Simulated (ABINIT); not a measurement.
# CaSiS3 (Pm-3m): from the cell to the phonon bands, part 2 of 6

How does CaSiS3 (Pm-3m) vibrate, and is this structure a minimum?

ABINIT 10.8.3; DFT PBE, scalar-relativistic, plane waves, PseudoDojo norm-conserving pseudopotentials.

So far. Step 5 (Relaxation): The volume changes by +0.0 % in this run and stands +16.5 % from the first cell. The relaxed cell has a = 4.620 Å (conventional setting).

The structure was built from a prototype and need not be the compound's stable phase.

### 7. Linear response at Γ

At q = 0 one unit cell holds all displacements. The response is solved for single atoms along the cell's directions, and symmetry skips those that follow from others. The crystal is treated as a metal, which screens a static field, so no field response is asked.

Input file dfpt_gamma.abi:

```

# common to the responses
getwfk_filepath "gso_WFK"
kptopt 2
nqpt 1
qpt 0.0 0.0 0.0
asr 0
chneut 0

# displacements
rfphon 1
rfatpol 1 5
rfdir 1 1 1
tolvrs 1.0d-10
prtwf 0

# basis, mesh and filling
ecut 28.0
ngkpt 6 6 6
nshiftk 1
shiftk 0.0 0.0 0.0
istwfk *1
occopt 6
tsmear 0.01
nband 24
nstep 100
diemac 1000000.0
prtebands 0
prtgsr 0
useylm 1

# cell and atoms
acell 8.730446133 8.730446133 8.730446133
rprim 
    1.0 0.0 0.0
    0.0 1.0 0.0
    0.0 0.0 1.0
ntypat 3
znucl 20 14 16
natom 5
typat 1 2 3 3 3
xred 
    0.0 0.0 0.0
    0.5 0.5 0.5
    0.5 0.5 0.0
    0.5 0.0 0.5
    0.0 0.5 0.5
pp_dirpath "./pseudo"
pseudos "Ca.upf, Si.upf, S.upf"
```

Run with:

```
> OMP_NUM_THREADS=1 mpirun -n 4 abinit dfpt_gamma.abi > dfpt_gamma.log
```

Numbers of over 12 decimals in the logs are rounded to 6 here.

dfpt_gamma.abo, the main output file:

```text
[banners, grids, parts of the stress and lines that vanish by symmetry left out]
- input  file    -> dfpt_gamma.abi
- output file    -> dfpt_gamma.abo
- root for input  files -> dfpt_gammai
- root for output files -> dfpt_gammao

 Symmetries : space group Pm -3 m (#221); Bravais cP (primitive cubic)
================================================================================
 Values of the parameters that define the memory need of the present run (RF).
     intxc =       0      iscf =       7    lmnmax =      18     lnmax =       6
     mgfft =      45  mpssoang =       3    mqgrid =    3001     natom =       5
  nloc_mem =       1    nspden =       1   nspinor =       1    nsppol =       1
      nsym =      48    n1xccc =    2501    ntypat =       3    occopt =       6
   xclevel =       2
-    mband =          24        mffmem =           1         mkmem =          28
-   mkqmem =          28        mk1mem =          28           mpw =        4752
      nfft =       91125          nkpt =         112
- my_mband =          24
================================================================================
================================================================================

--------------------------------------------------------------------------------
------------- Echo of variables that govern the present computation ------------
--------------------------------------------------------------------------------
-
- outvars: echo of selected default values
-   iomode0 =  0 , fftalg0 =312 , wfoptalg0 =  0
-
- outvars: echo of global parameters not present in the input file
-  max_nthreads =    1
-
 -outvars: echo values of preprocessed input variables
 [... echo left out ...]
================================================================================

 chkinp: Checking input parameters for consistency.

[...]
== DATASET  1 ==================================================================
-   mpi_nproc: 4, omp_nthreads: 1 (-1 if OMP is not activated)

--- !DatasetInfo
iteration_state: {dtset: 1, }
dimensions: {natom: 5, nkpt: 112, mband: 24, nsppol: 1, nspinor: 1, nspden: 1, mpw: 4752, }
cutoff_energies: {ecut:  28.0, pawecutdg:  -1.0, }
electrons: {nelect:   3.20000000E+01, charge:   0.00000000E+00, occopt:   6.00000000E+00, tsmear:   1.00000000E-02, }
meta: {optdriver: 1, rfphon: 1, }
...

 mkfilename: getwfk from: gso_WFK

 Real(R)+Recip(G) space primitive vectors, cartesian coordinates (Bohr,Bohr^-1):
 R(1)=  8.7304461  0.0000000  0.0000000  G(1)=  0.1145417  0.0000000  0.0000000
 R(2)=  0.0000000  8.7304461  0.0000000  G(2)=  0.0000000  0.1145417  0.0000000
 R(3)=  0.0000000  0.0000000  8.7304461  G(3)=  0.0000000  0.0000000  0.1145417
 Unit cell volume ucvol=  6.6544063E+02 bohr^3
 Angles (23,13,12)=  9.00000000E+01  9.00000000E+01  9.00000000E+01 degrees
 setup1 : take into account q-point for computing boxcut.

 getcut: wavevector=  0.0000  0.0000  0.0000  ngfft=  45  45  45
         ecut(hartree)=     28.000   => boxcut(ratio)=   2.11579

--- Pseudopotential description ------------------------------------------------
- pspini: atom type   1  psp file is ./pseudo/Ca.upf

- pspini: atom type   2  psp file is ./pseudo/Si.upf

- pspini: atom type   3  psp file is ./pseudo/S.upf

   1.56170582E+03                                ecore*ucvol(ha*bohr**3)
--------------------------------------------------------------------------------

 ==>  initialize data related to q vector <==

 The list of irreducible perturbations for this q vector is:
    1)    idir= 1    ipert=   1
    2)    idir= 1    ipert=   2
    3)    idir= 1    ipert=   3
    4)    idir= 3    ipert=   3

[...]
The perturbation idir=   2  ipert=   1 is
 symmetric of a previously calculated perturbation.
 So, its SCF calculation is not needed.

 The perturbation idir=   3  ipert=   1 is
 symmetric of a previously calculated perturbation.
 So, its SCF calculation is not needed.

 The perturbation idir=   2  ipert=   2 is
 symmetric of a previously calculated perturbation.
 So, its SCF calculation is not needed.

 The perturbation idir=   3  ipert=   2 is
 symmetric of a previously calculated perturbation.
 So, its SCF calculation is not needed.

[...]
The perturbation idir=   2  ipert=   5 is
 symmetric of a previously calculated perturbation.
 So, its SCF calculation is not needed.

 The perturbation idir=   3  ipert=   5 is
 symmetric of a previously calculated perturbation.
 So, its SCF calculation is not needed.

--------------------------------------------------------------------------------
 Perturbation wavevector (in red.coord.)   0.000000  0.000000  0.000000
 Perturbation : displacement of atom   1   along direction   1
 Found     8 symmetries that leave the perturbation invariant.

[...]
dfpt_looppert : total number of electrons, from k and k+q
  fully or partially occupied states are    3.200000E+01 and    3.200000E+01.
 Initialisation of the first-order wave-functions :
  ireadwf=   0

--- !BeginCycle
iteration_state: {dtset: 1, }
solver: {iscf: 7, nstep: 100, nline: 4, wfoptalg: 0, }
tolerances: {tolvrs: 1.00E-10, }
...

     iter   2DEtotal(Ha)        deltaE(Ha) residm    vres2
-ETOT  1   1.719040     -3.425E+03 1.375E+01 2.479E+03
 ETOT  2 -0.216774     -1.936E+00 7.418E-01 8.195E+01
 ETOT  3 -0.243058     -2.628E-02 1.843E-01 2.481E+01
 ETOT  4 -0.249203     -6.145E-03 7.053E-02 7.259E-01
 ETOT  5 -0.249443     -2.394E-04 2.114E-02 2.001E-02
[...]
At SCF step   13       vres2   =  1.31E-11 < tolvrs=  1.00E-10 =>converged.
[...]
Mean square residual over all n,k,spin=   21.495E-06; max=  13.652E-03

 Thirteen components of 2nd-order total energy (hartree) are
 1,2,3: 0th-order hamiltonian combined with 1st-order wavefunctions
     kin0=   2.13967794E+03 eigvalue=   3.43051404E+02  local=  -1.83310579E+03
 4,5,6: 1st-order hamiltonian combined with 1st and 0th-order wfs
 loc psp =  -3.85329945E+03  Hartree=   9.99632372E+02     xc=  -2.43239634E+02
 note that "loc psp" includes a xc core correction that could be resolved
 7,8,9: eventually, occupation + non-local contributions
    edocc=   4.93272573E+02     enl0=   1.52779922E+03   enl1=  -3.00087672E+03
 1-9 gives the relaxation energy (to be shifted if some occ is /=2.0)
   erelax=  -3.42708809E+03
 10,11,12 Non-relaxation  contributions : frozen-wavefunctions and Ewald
 fr.local=   1.88111044E+03 fr.nonlo=   1.50014409E+03  Ewald=   1.05554038E+02
 13,14 Frozen wf xc core corrections (1) and (2)
 frxc 1  =  -3.31010515E+02  frxc 2 =   2.71040580E+02
 Resulting in :
 2DEtotal=   -0.2494588884E+00 Ha. Also 2DEtotal=   -0.678812216369E+01 eV
    (2DErelax=   -3.4270880872E+03 Ha. 2DEnonrelax=    3.4268386283E+03 Ha)
    (  non-var. 2DEtotal :   -2.4945868148E-01 Ha)

[...]
Perturbation wavevector (in red.coord.)   0.000000  0.000000  0.000000
 Perturbation : displacement of atom   2   along direction   1
 Found     8 symmetries that leave the perturbation invariant.

[...]
dfpt_looppert : total number of electrons, from k and k+q
  fully or partially occupied states are    3.200000E+01 and    3.200000E+01.
 Initialisation of the first-order wave-functions :
  ireadwf=   0

--- !BeginCycle
iteration_state: {dtset: 1, }
solver: {iscf: 7, nstep: 100, nline: 4, wfoptalg: 0, }
tolerances: {tolvrs: 1.00E-10, }
...

     iter   2DEtotal(Ha)        deltaE(Ha) residm    vres2
-ETOT  1   1.479375     -1.207E+02 7.556E-01 3.960E+03
[...]
At SCF step   12       vres2   =  3.64E-11 < tolvrs=  1.00E-10 =>converged.
[...]
Mean square residual over all n,k,spin=   10.870E-07; max=  51.923E-05

 Thirteen components of 2nd-order total energy (hartree) are
 1,2,3: 0th-order hamiltonian combined with 1st-order wavefunctions
     kin0=   1.11330142E+02 eigvalue=  -1.29877901E+00  local=  -6.08638565E+01
 4,5,6: 1st-order hamiltonian combined with 1st and 0th-order wfs
 loc psp =  -9.38564405E+01  Hartree=   3.27938859E+01     xc=  -9.24826541E+00
 note that "loc psp" includes a xc core correction that could be resolved
 7,8,9: eventually, occupation + non-local contributions
    edocc=   6.55307601E+00     enl0=   4.28366799E+01   enl1=  -1.50349326E+02
 1-9 gives the relaxation energy (to be shifted if some occ is /=2.0)
   erelax=  -1.22102883E+02
 10,11,12 Non-relaxation  contributions : frozen-wavefunctions and Ewald
 fr.local=  -1.25646567E+01 fr.nonlo=   8.44145469E+01  Ewald=   5.37366013E+01
 13,14 Frozen wf xc core corrections (1) and (2)
 frxc 1  =  -1.17151929E+01  frxc 2 =   8.27018847E+00
 Resulting in :
 2DEtotal=    0.3860389354E-01 Ha. Also 2DEtotal=    0.105046545781E+01 eV
    (2DErelax=   -1.2210288329E+02 Ha. 2DEnonrelax=    1.2214148718E+02 Ha)
    (  non-var. 2DEtotal :    3.8603978238E-02 Ha)

[...]
Perturbation wavevector (in red.coord.)   0.000000  0.000000  0.000000
 Perturbation : displacement of atom   3   along direction   1
 Found     4 symmetries that leave the perturbation invariant.

[...]
dfpt_looppert : total number of electrons, from k and k+q
  fully or partially occupied states are    3.200000E+01 and    3.200000E+01.
 Initialisation of the first-order wave-functions :
  ireadwf=   0

--- !BeginCycle
iteration_state: {dtset: 1, }
solver: {iscf: 7, nstep: 100, nline: 4, wfoptalg: 0, }
tolerances: {tolvrs: 1.00E-10, }
...

     iter   2DEtotal(Ha)        deltaE(Ha) residm    vres2
-ETOT  1  0.749151     -5.538E+02 1.995E+00 2.448E+03
[...]
At SCF step   14       vres2   =  3.54E-12 < tolvrs=  1.00E-10 =>converged.
[...]
Mean square residual over all n,k,spin=   64.392E-07; max=  65.844E-04

 Thirteen components of 2nd-order total energy (hartree) are
 1,2,3: 0th-order hamiltonian combined with 1st-order wavefunctions
     kin0=   5.27180612E+02 eigvalue=  -1.63807210E+01  local=  -3.66625719E+02
 4,5,6: 1st-order hamiltonian combined with 1st and 0th-order wfs
 loc psp =  -4.10279529E+02  Hartree=   1.56104099E+02     xc=  -4.74886169E+01
 note that "loc psp" includes a xc core correction that could be resolved
 7,8,9: eventually, occupation + non-local contributions
    edocc=   1.71329866E+01     enl0=   2.84928335E+02   enl1=  -6.99422421E+02
 1-9 gives the relaxation energy (to be shifted if some occ is /=2.0)
   erelax=  -5.54850975E+02
 10,11,12 Non-relaxation  contributions : frozen-wavefunctions and Ewald
 fr.local=   1.68275492E+02 fr.nonlo=   3.57183334E+02  Ewald=   4.54134362E+01
 13,14 Frozen wf xc core corrections (1) and (2)
 frxc 1  =  -6.64621109E+01  frxc 2 =   5.01699324E+01
 Resulting in :
 2DEtotal=   -0.2708915788E+00 Ha. Also 2DEtotal=   -0.737133538065E+01 eV
    (2DErelax=   -5.5485097489E+02 Ha. 2DEnonrelax=    5.5458008331E+02 Ha)
    (  non-var. 2DEtotal :   -2.7089147428E-01 Ha)

[...]
Perturbation wavevector (in red.coord.)   0.000000  0.000000  0.000000
 Perturbation : displacement of atom   3   along direction   3
 Found     8 symmetries that leave the perturbation invariant.

--------------------------------------------------------------------------------

--------------------------------------------------------------------------------

 dfpt_looppert : total number of electrons, from k and k+q
  fully or partially occupied states are    3.200000E+01 and    3.200000E+01.
 Initialisation of the first-order wave-functions :
  ireadwf=   0

--- !BeginCycle
iteration_state: {dtset: 1, }
solver: {iscf: 7, nstep: 100, nline: 4, wfoptalg: 0, }
tolerances: {tolvrs: 1.00E-10, }
...

     iter   2DEtotal(Ha)        deltaE(Ha) residm    vres2
-ETOT  1   9.826471     -5.417E+02 3.946E+00 1.142E+04
[...]
ETOT 12   5.748513     -9.550E-12 5.800E-03 3.457E-10
 ETOT 13   5.748513      9.322E-12 6.197E-03 6.616E-12

 At SCF step   13       vres2   =  6.62E-12 < tolvrs=  1.00E-10 =>converged.
[...]
Mean square residual over all n,k,spin=   96.986E-07; max=  61.973E-04

 Thirteen components of 2nd-order total energy (hartree) are
 1,2,3: 0th-order hamiltonian combined with 1st-order wavefunctions
     kin0=   5.02665811E+02 eigvalue=  -9.10644273E+00  local=  -3.30456017E+02
 4,5,6: 1st-order hamiltonian combined with 1st and 0th-order wfs
 loc psp =  -4.41214822E+02  Hartree=   1.67090196E+02     xc=  -4.50806946E+01
 note that "loc psp" includes a xc core correction that could be resolved
 7,8,9: eventually, occupation + non-local contributions
    edocc=   2.87377998E+01     enl0=   2.31907148E+02   enl1=  -6.50300777E+02
 1-9 gives the relaxation energy (to be shifted if some occ is /=2.0)
   erelax=  -5.45757799E+02
 10,11,12 Non-relaxation  contributions : frozen-wavefunctions and Ewald
 fr.local=   1.06681388E+02 fr.nonlo=   3.26224685E+02  Ewald=   1.33715354E+02
 13,14 Frozen wf xc core corrections (1) and (2)
 frxc 1  =  -6.68745787E+01  frxc 2 =   5.17594637E+01
 Resulting in :
 2DEtotal=    0.5748513078E+01 Ha. Also 2DEtotal=    0.156425009698E+03 eV
    (2DErelax=   -5.4575779946E+02 Ha. 2DEnonrelax=    5.5150631254E+02 Ha)
    (  non-var. 2DEtotal :    5.7485132150E+00 Ha)

[...]
---- first-order wavefunction calculations are completed ----

 ==> Compute Derivative Database <==

 [... matrices left out ...]
  Phonon wavevector (reduced coordinates) :  0.00000  0.00000  0.00000
 Phonon energies in Hartree :
  -6.491706E-04 -6.491706E-04 -6.491706E-04 -3.865819E-04 -3.865819E-04
  -3.865819E-04 -8.849075E-05 -8.849075E-05 -8.849075E-05 -4.022070E-05
  -4.022070E-05 -4.022070E-05  1.309224E-03  1.309224E-03  1.309224E-03
 Phonon frequencies in cm-1    :
- -1.424765E+02 -1.424765E+02 -1.424765E+02 -8.484492E+01 -8.484492E+01
- -8.484492E+01 -1.942147E+01 -1.942147E+01 -1.942147E+01 -8.827423E+00
- -8.827423E+00 -8.827423E+00  2.873416E+02  2.873416E+02  2.873416E+02

== END DATASET(S) ==============================================================
================================================================================

 -outvars: echo values of variables after computation
            acell      8.7304461330E+00  8.7304461330E+00  8.7304461330E+00 Bohr
           etotal      5.7485130777E+00
            fcart      0.0000000000E+00  0.0000000000E+00  0.0000000000E+00
           strten      0.0000000000E+00  0.0000000000E+00  0.0000000000E+00
================================================================================
```

Elapsed: 5.1 min, on 4 MPI ranks of Arm Neoverse V1, shared host; 21 min of CPU time.

This step gave:

* largest acoustic frequency at the zone centre before the sum rule: -8.83 cm⁻¹
* highest optical zone-centre mode (no LO-TO term): 287.3 cm⁻¹
* lowest optical zone-centre mode: -142.5 cm⁻¹

The acoustic modes at Γ come out as far as 8.8 cm⁻¹ from zero, where they should vanish, a small numerical error. The lowest optical mode is imaginary, 142i cm⁻¹, an instability at this level and on this k mesh.

[end of part 2 of 6]

[Host names and launcher messages were left out of these logs when they were recorded.]

[Logs are printed without paths, hosts, clocks, repeated set-up lines and the standing remarks that a program may print on its own settings, such as how far it seeks lower states.]

[Hosts, paths, dates, database ids (printed as entryN), source tags and the programs' standing remarks are cut or masked in the printed files.]
